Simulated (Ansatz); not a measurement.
# Ba(110) slab, 5 layers: the cell at rest

Task: relax Ba(110) slab, 5 layers tightly.

Calculated with Ansatz 0.2.0; DFT LDA, scalar-relativistic, plane waves, PAW.

Report form: the programs' logs are mostly left out.

## 1. Set-up

The cell holds 5 atoms: 5 Ba. Its edges and angles: a = 4.347 Å, b = 4.347 Å, c = 27.199 Å, α = 90.0°, β = 90.0°, γ = 70.5°. Vacuum lies along c.

## 2. Probe on a coarse mesh

First a cheap look: the gap decides the mesh and the occupations, the pressure tells how far the cell has to move.

The program solves this slab on a cell height of its own, 52.2 Å, in place of the one typed.

Input file input.yaml:

```yaml
crystal:
  lattice:
    - [2.51, 3.54968, 0.0]
    - [-2.51, 3.54968, 0.0]
    - [0.0, 0.0, 27.1987]
  atoms:
    - { symbol: Ba, position: [0.0, 0.0, 0.238982] }
    - { symbol: Ba, position: [0.5, 0.5, 0.369491] }
    - { symbol: Ba, position: [0.0, 0.0, 0.5] }
    - { symbol: Ba, position: [0.5, 0.5, 0.630509] }
    - { symbol: Ba, position: [0.0, 0.0, 0.761018] }
  periodic: [true, true, false]
kpoints:
  mp_grid: { grid: [4, 4, 1] }
hamiltonian:
  xc: lda
scf:
  occupations: { method: gaussian, width: 0.1 }
output:
  forces: true
  stress: true
  eigenvalues: true
```

Started as:

```console
$ ansatz run input.yaml --threads 8 --pin off --max-ram 14336MiB --backend cpu --events-out ev --progress --plain --runs-dir out
```

Wall time 2.8 s (8 threads of Arm Neoverse V2, shared host); peak memory 1.6 GiB; 17 s of CPU time.

Numbers from this step:

```yaml
gap_on_the_k_mesh: 0 eV
area_per_atom: 3.564 Å²
```

The coarse mesh shows no gap.

## 3. Bringing the structure to rest

The cell and atoms are relaxed, since residual forces and stress would shift the frequencies.

The program solves this slab on a cell height of its own, 52.2 Å, in place of the one typed.

input.yaml, as its differences from that of step 2:

```diff
@@ -13,3 +13,3 @@
 kpoints:
-  mp_grid: { grid: [4, 4, 1] }
+  mp_grid: { grid: [8, 8, 1] }
 hamiltonian:
@@ -22 +22,10 @@
   eigenvalues: true
+  write_density: true
+  write_potential: true
+  elf: true
+  volumetric_format: npy
+relax:
+  adjacent_minimum: "off"
+  f_tol: 0.005
+  max_steps: 80
+  cell: { stress_2d_tol: 0.02 }
```

Elapsed: 62 s, on 8 threads; peak memory 2.1 GiB.

Relaxation path:

```csv
step,energy less that of the first step (eV),largest force component (eV/Å),volume (Å³)
1,0.0000,0.2023,930.13
2,-0.1004,0.1458,910.32
3,-0.2139,0.0670,865.00
4,-0.2252,0.1579,823.33
5,-0.2415,0.0289,826.33
6,-0.2450,0.0021,823.24
7,-0.2454,0.0017,823.50
8,-0.2455,0.0004,823.09
9*,-0.2453,0.0004,823.09
```

Relaxation steps marked * repeat the geometry before them on a plane-wave basis chosen anew for their cell, so energy and pressure can jump there.

Forces are held to the 8 operations that the run works with; a distortion that breaks them can't arise in this run.

```csv
cell as run,before,after,change
a (Å),4.347,4.128,-5.1 %
b (Å),4.347,4.128,-5.1 %
γ (°),70.53,67.74,-3.9 %
```

The atoms that moved most (Å, along periodic axes as changes of fractional coordinates times the final cell, across vacuum about the mean position):

```csv
atom,dx,dy,dz,length
Ba5,0.000,0.000,-0.347,0.347
Ba1,0.000,0.000,0.347,0.347
Ba2,0.000,0.000,0.149,0.149
Ba4,0.000,0.000,-0.149,0.149
```

Numbers from this step:

* area per atom: 3.154 Å²

Valence density in the ac plane at fractional y = 0.000, with atoms of Ba within 0.2 Å of it. It is the smooth field of the valence electrons, not physical close to the nuclei.

Ten steps, logarithmic in the rise over the least value, from '_' (0.0 e/Å³) to '@' (1.0 e/Å³), each cell a mean:
```
____________________________
____________________________
____________________________
____________________________
____________________________
____________________________
____________________________
____________________________
____________________________
____________________________
____________________________
____________________________
____________________________
::::::..................::::
@@@@@@%%**==----==++##@@@@@@
**++++====----------====++++
----------------------------
@@@@@@%%**==----==++##@@@@@@
####**++==----------==++**##
----------------------------
%%@@@@%%**==----==++##%%@@@@
######++==--::::::--==**####
____________________________
____________________________
```
Columns run along a (4.1 Å), rows up along c (52.2 Å). Atoms in or near the plane, at fractional coordinates: Ba at (0.00, 0.13), Ba at (0.00, 0.26), Ba at (0.00, 0.39).

ELF in the ac plane at fractional y = 0.000, with atoms of Ba within 0.2 Å of it. It is the smooth field of the valence electrons, not physical close to the nuclei.

Ten even steps from '_' (0.00) to '@' (0.78), each cell a mean:
```
____________________________
____________________________
____________________________
____________________________
____________________________
____________________________
____________________________
____________________________
____________________________
____________________________
____________________________
____________________________
____________________________
....____....::::......__....
**##@@@@==::..::..::**@@@@**
====----::--====----::----==
------::::::::::::::::::----
++**%%%%==::..::..::**%%%%**
++++==--::::------::----==++
==----::::::::::::::::::----
==++####==::::--::::++####++
======--::..::::::..::--====
____________________________
____________________________
```
Columns run along a (4.1 Å), rows up along c (52.2 Å). Atoms in or near the plane, at fractional coordinates: Ba at (0.00, 0.13), Ba at (0.00, 0.26), Ba at (0.00, 0.39).

Electrostatic potential energy in the ac plane at fractional y = 0.000, with atoms of Ba within 0.2 Å of it. With pseudopotentials it is smooth inside the atoms' cores, unlike the true potential.

Values in eV, 24 rows by 14 columns, each cell a mean:
```
  0   0   0   0   0   0   0   0   0   0   0   0   0   0
  0   0   0   0   0   0   0   0   0   0   0   0   0   0
  0   0   0   0   0   0   0   0   0   0   0   0   0   0
  0   0   0   0   0   0   0   0   0   0   0   0   0   0
  0   0   0   0   0   0   0   0   0   0   0   0   0   0
  0   0   0   0   0   0   0   0   0   0   0   0   0   0
  0   0   0   0   0   0   0   0   0   0   0   0   0   0
  0   0   0   0   0   0   0   0   0   0   0   0   0   0
  0   0   0   0   0   0   0   0   0   0   0   0   0   0
  0   0   0   0   0   0   0   0   0   0   0   0   0   0
  0   0   0   0   0   0   0   0   0   0   0   0   0   0
  0   0   0   0   0   0   0   0   0   0   0   0   0   0
  0   0   0   0   0   0   0   0   0   0   0   0   0   0
 -2  -2  -2  -1  -1  -1   0   0   0  -1  -1  -1  -2  -2
-32 -31 -28 -20  -8  -4  -2  -2  -3  -5 -12 -22 -30 -32
 -6  -5  -3  -2  -1  -1  -1  -1  -1  -1  -2  -3  -4  -5
 -1  -1  -1  -1  -1  -1  -1  -1  -1  -1  -1  -1  -1  -1
-29 -28 -25 -18  -7  -4  -2  -1  -2  -4 -11 -21 -27 -29
 -9  -8  -6  -4  -2  -1  -1  -1  -1  -1  -2  -4  -7  -8
 -1  -1  -1  -1  -1  -1  -1  -1  -1  -1  -1  -1  -1  -1
-26 -25 -23 -16  -7  -3  -2  -1  -2  -4 -10 -18 -24 -26
-13 -13 -10  -6  -3  -2  -1  -1  -1  -2  -4  -7 -11 -13
  0   0   0   0   0   0   0   0   0   0   0   0   0   0
  0   0   0   0   0   0   0   0   0   0   0   0   0   0
```
Columns run along a (4.1 Å; values clipped at the 3rd and 97th percentile), rows up along c (52.2 Å). Atoms in or near the plane, at fractional coordinates: Ba at (0.00, 0.13), Ba at (0.00, 0.26), Ba at (0.00, 0.39).

## 4. Relaxing to small forces for the phonons

Phonons need a cell at rest on their own settings, so the relaxation is repeated with tight tolerances on forces and stress, using the mesh and the filling of the phonon run that follows.

input.yaml, the sections that differ from step 3:

```yaml
crystal:
  lattice:
    - [2.3005428667, 3.4271992283, 0.0]
    - [-2.3005428667, 3.4271992283, 0.0]
    - [0.0, 0.0, 52.1974011064]
  atoms:
    - { symbol: Ba, position: [0.0, 0.0, 0.1311802826] }
    - { symbol: Ba, position: [0.5, 0.5, 0.1953823406] }
    - { symbol: Ba, position: [0.0, 0.0, 0.2605369178] }
    - { symbol: Ba, position: [0.5, 0.5, 0.325691495] }
    - { symbol: Ba, position: [0.0, 0.0, 0.389893553] }
  periodic: [true, true, false]
scf:
  occupations: { method: methfessel_paxton, width: 0.15 }
relax:
  adjacent_minimum: "off"
  f_tol: 0.001
  max_steps: 60
  cell: { stress_2d_tol: 0.002 }
# kpoints, hamiltonian, output: as in step 3
```

Wall time 31 s (8 threads); peak memory 2 GiB; 3.9 min of CPU time.

Little changed from the start: no atom moved by 0.005 Å and no cell edge by 0.1 %.

ELF in the ac plane at fractional y = 1.000, with atoms of Ba within 0.2 Å of it. It is the smooth field of the valence electrons, not physical close to the nuclei.

Ten even steps from '_' (0.00) to '@' (0.78), each cell a mean:
```
____________________________
____________________________
____________________________
____________________________
____________________________
____________________________
____________________________
____________________________
____________________________
____________________________
____________________________
____________________________
____________________________
....____....::::......__....
**##@@@@==::..::..::**@@@@**
====----::--====----::----==
------::::::::::::::::::----
++**%%%%==::..::..::**%%%%**
++++==--::::------::----==++
==----::::::::::::::::::----
==++####==::::--::::++####++
======--::..::::::..::--====
____________________________
____________________________
```
Columns run along a (4.1 Å), rows up along c (52.2 Å). Atoms in or near the plane, at fractional coordinates: Ba at (0.00, 0.13), Ba at (0.00, 0.26), Ba at (0.00, 0.39).

Electrostatic potential energy in the ac plane at fractional y = 1.000, with atoms of Ba within 0.2 Å of it. With pseudopotentials it is smooth inside the atoms' cores, unlike the true potential.

Values in eV, 24 rows by 14 columns, each cell a mean:
```
  0   0   0   0   0   0   0   0   0   0   0   0   0   0
  0   0   0   0   0   0   0   0   0   0   0   0   0   0
  0   0   0   0   0   0   0   0   0   0   0   0   0   0
  0   0   0   0   0   0   0   0   0   0   0   0   0   0
  0   0   0   0   0   0   0   0   0   0   0   0   0   0
  0   0   0   0   0   0   0   0   0   0   0   0   0   0
  0   0   0   0   0   0   0   0   0   0   0   0   0   0
  0   0   0   0   0   0   0   0   0   0   0   0   0   0
  0   0   0   0   0   0   0   0   0   0   0   0   0   0
  0   0   0   0   0   0   0   0   0   0   0   0   0   0
  0   0   0   0   0   0   0   0   0   0   0   0   0   0
  0   0   0   0   0   0   0   0   0   0   0   0   0   0
  0   0   0   0   0   0   0   0   0   0   0   0   0   0
 -2  -2  -2  -1  -1  -1   0   0   0  -1  -1  -1  -2  -2
-32 -31 -28 -20  -8  -4  -2  -2  -3  -5 -12 -22 -30 -32
 -6  -5  -3  -2  -1  -1  -1  -1  -1  -1  -2  -3  -4  -5
 -1  -1  -1  -1  -1  -1  -1  -1  -1  -1  -1  -1  -1  -1
-29 -28 -25 -18  -7  -4  -2  -1  -2  -4 -11 -21 -27 -29
 -9  -8  -6  -4  -2  -1  -1  -1  -1  -1  -2  -4  -7  -8
 -1  -1  -1  -1  -1  -1  -1  -1  -1  -1  -1  -1  -1  -1
-26 -25 -23 -16  -7  -3  -2  -1  -2  -4 -10 -18 -24 -26
-13 -13 -10  -6  -3  -2  -1  -1  -1  -2  -4  -7 -11 -13
  0   0   0   0   0   0   0   0   0   0   0   0   0   0
  0   0   0   0   0   0   0   0   0   0   0   0   0   0
```
Columns run along a (4.1 Å; values clipped at the 3rd and 97th percentile), rows up along c (52.2 Å). Atoms in or near the plane, at fractional coordinates: Ba at (0.00, 0.13), Ba at (0.00, 0.26), Ba at (0.00, 0.39).

Valence density in the ac plane at fractional y = 1.000, with atoms of Ba within 0.2 Å of it. It is the smooth field of the valence electrons, not physical close to the nuclei.

Ten steps, logarithmic in the rise over the least value, from '0' (0.0 e/Å³) to '9' (1.0 e/Å³), each cell a mean:
```
00000000000000
00000000000000
00000000000000
00000000000000
00000000000000
00000000000000
00000000000000
00000000000000
00000000000000
00000000000000
00000000000000
00000000000000
00000000000000
22211111111122
99986433457999
65544333334455
33333333333333
99986433457999
77654333334567
33333333333333
89986433457899
77754322234677
00000000000000
00000000000000
```
Columns run along a (4.1 Å), rows up along c (52.2 Å). Atoms in or near the plane, at fractional coordinates: Ba at (0.00, 0.13), Ba at (0.00, 0.26), Ba at (0.00, 0.39).

The largest force component left is 0.095 meV/Å, within the tolerances set.

## 5. Results

| Quantity | Value |
| --- | --- |
| space group after relaxation (within 0.01 Å) | Cmmm |
| lattice constant a | 4.127 Å |
| lattice constant b | 4.127 Å |
| area per atom | 3.15 Å² |

In words: The largest force component left is 0.095 meV/Å, within the tolerances set. The relaxation keeps the symmetry of its start, so it says nothing on stability against lower symmetry. Spin-orbit coupling is left out, which can matter for the heavy elements here. The starting cell was built on a prototype and not taken from a measurement.

[Logs are printed without paths, hosts, clocks, repeated set-up lines and the standing remarks that a program may print on its own settings, such as how far it seeks lower states.]

[Hosts, paths, dates, database ids (printed as entryN), source tags and the programs' standing remarks are cut or masked in the printed files.]
